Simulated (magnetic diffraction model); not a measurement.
**Magnetic neutron pattern of LaCe₄Ti₂Si₈Ru₁₀**

Space group I4/mmm (no. 139), a = 4.2280 Å, c = 49.2500 Å.

| site | atom | x | y | z |
| --- | --- | --- | --- | --- |
| 4e | Ce | 0 | 0 | 0.4004 |
| 4e | Ce | 1/2 | 1/2 | 0.2991 |
| 2a | La | 0 | 0 | 0 |
| 8g | Ru | 1/2 | 0 | 0.4495 |
| 8g | Ru | 0 | 1/2 | 0.3499 |
| 4d | Ru | 1/2 | 0 | 1/4 |
| 4e | Ti | 1/2 | 1/2 | 0.1746 |
| 4e | Si | 0 | 0 | 0.4727 |
| 4e | Si | 1/2 | 1/2 | 0.3738 |
| 4e | Si | 0 | 0 | 0.2748 |
| 4e | Si | 0 | 0 | 0.0734 |

The compound is invented for this exercise: a known structure type with other elements, its cell scaled to their sizes and not relaxed.

Only Ce is taken to order (form factors of Ce3+); orders and moment sizes are assumed, and not adapted to the symmetry. Radiation: neutrons of λ = 2.41 Å, 1.5° to 60°; isotropic B of 0.54 Å² (Ce), 0.45 Å² (La), 0.61 Å² (Ru), 0.72 Å² (Ti) and 0.88 Å² (Si). Simulated constant-wavelength pattern: nuclear and magnetic terms add, the magnetic one as |2.695 fm × Σ f S⊥ exp(2πi Q·r) exp(−B s²)|², summed over all Q at one angle with the factor 1/(sin²θ cos θ). For a modulated order the moment at position r is S exp(−2πi k·r) + c.c., with S = m/2 for a sine wave of amplitude m and S = m(u + iv)/2 for moments turning in a plane, u and v being orthogonal unit vectors in it; the phase factor of the sum at Q = H + k is then exp(2πi H·r). Free-ion form factors, Sears's scattering lengths of 1992, no absorption; a label names one of the reflections at its angle. The strongest nuclear line in the range is 100, and lines under 0.2 are left out.

Assume the order k = (0 0 1/3), a sine wave with moments along [010] (amplitudes given), 1.4 μB on Ce; signs + at (0, 0, 0.4004), − at (1/2, 1/2, 0.2991), + at (0, 0, 0.2009), + at (1/2, 1/2, 0.0996).

Q: Where does magnetic intensity appear, and how strong is it?

```
2θ (°)       index  nuclear  magnetic
  4.67   (0 0 5/3)      0.0       2.1
  5.61     (0 0 2)     34.3       0.0
  6.55   (0 0 7/3)      0.0       1.1
 10.29  (0 0 11/3)      0.0       1.5
 11.23     (0 0 4)      4.0       0.0
 12.17  (0 0 13/3)      0.0       1.1
 15.94  (0 0 17/3)      0.0       0.7
 16.88     (0 0 6)      3.8       0.0
 17.83  (0 0 19/3)      0.0       0.5
 22.57     (0 0 8)      2.9       0.0
 28.32    (0 0 10)     19.6       0.0
 33.17   (1 0 2/3)      0.0       0.3
 33.24     (1 0 1)      3.0       0.0
 33.34   (1 0 4/3)      0.0       0.3
 34.15    (0 0 12)      0.7       0.0
 34.23     (1 0 3)      3.4       0.0
 36.14     (1 0 5)      2.5       0.0
 38.84     (1 0 7)      1.0       0.0
 40.06    (0 0 14)      1.9       0.0
 41.62  (1 0 26/3)      0.0       0.2
 42.22     (1 0 9)      1.6       0.0
 42.84  (1 0 28/3)      0.0       0.2
 45.47  (1 0 32/3)      0.0       0.2
 46.16    (1 0 11)      4.0       0.0
 46.86  (1 0 34/3)      0.0       0.2
 47.54     (1 1 0)      2.0       0.0
 47.91     (1 1 2)      2.2       0.0
 49.01     (1 1 4)      1.1       0.0
 50.80     (1 1 6)      1.6       0.0
 53.24     (1 1 8)      2.7       0.0
 55.38    (1 0 15)     26.6       0.0
 56.26    (1 1 10)    100.0       0.0
 58.59    (0 0 20)     13.5       0.0
 59.82    (1 1 12)      1.3       0.0
```

The strongest magnetic line in the range is (0 0 5/3) at 4.67° (2.1). Below the range, at 0.93°, lies the magnetic line (0 0 1/3) with 121. On top of the Lorentz factor, which all lines share, magnetic lines fade with angle because f falls: for Ce3+ it is 0.96, 0.86, 0.71 and 0.43 at sin θ/λ = 0.1, 0.2, 0.3 and 0.5 Å⁻¹, while nuclear lengths stay constant. The order has no net moment.

[Logs are printed without paths, hosts, clocks, repeated set-up lines and the standing remarks that a program may print on its own settings, such as how far it seeks lower states.]
